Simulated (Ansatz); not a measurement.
# How thick a slab does the work function of Mo need?

Slabs of Mo from 1 to 13 layers are run on 3 faces. From which thickness on does the work function stay within 0.05 eV of the thickest slab's, and does that depend on the face?

**Method.** Ansatz 0.2.0, plane waves with PAW datasets (its set soft_2), PBE; symmetric slabs at bulk places and the tabulated experimental lattice constant, 18 Å of vacuum, one k-mesh a face (spacing 0.16 Å⁻¹, 2π included), Fermi-Dirac smearing of 0.1 eV.

Results:

```tsv
layers	Mo(100) (eV)	Mo(110) (eV)	Mo(111) (eV)
1	4.744	5.054	4.409
2	3.937	4.567	4.027
3	4.090	4.711	3.680
4	3.867	4.701	4.018
5	3.972	4.653	3.736
6	3.928	4.668	3.768
7	3.952	4.660	-
8	3.931	4.671	3.765
10	3.945	4.666	3.780
11	-	-	3.710
13	3.939	4.666	3.697
```

**Reading.** Within 0.05 eV of the 13-layer value: Mo(100) from 5 layers on, Mo(110) from 3 layers on and Mo(111) from 11 layers on. In length between the outer atoms these thicknesses are 6.3 Å, 4.5 Å and 9.1 Å; the faces differ a good deal. From four layers on the values span 0.048 to 0.321 eV, most on Mo(111). Thirteen layers cost about 7 to 10 times the CPU time of four.

What the numbers leave out: The 13-layer slab is the reference and is itself not proved converged. Thicknesses missing from the table have no sound run at this vacuum, and where values alternate they could fall outside the band. The smearing damps swings with thickness. The slabs are unrelaxed and unreconstructed, and the CPU ratio is rough.

[Logs are printed without paths, hosts, clocks, repeated set-up lines and the standing remarks that a program may print on its own settings, such as how far it seeks lower states.]
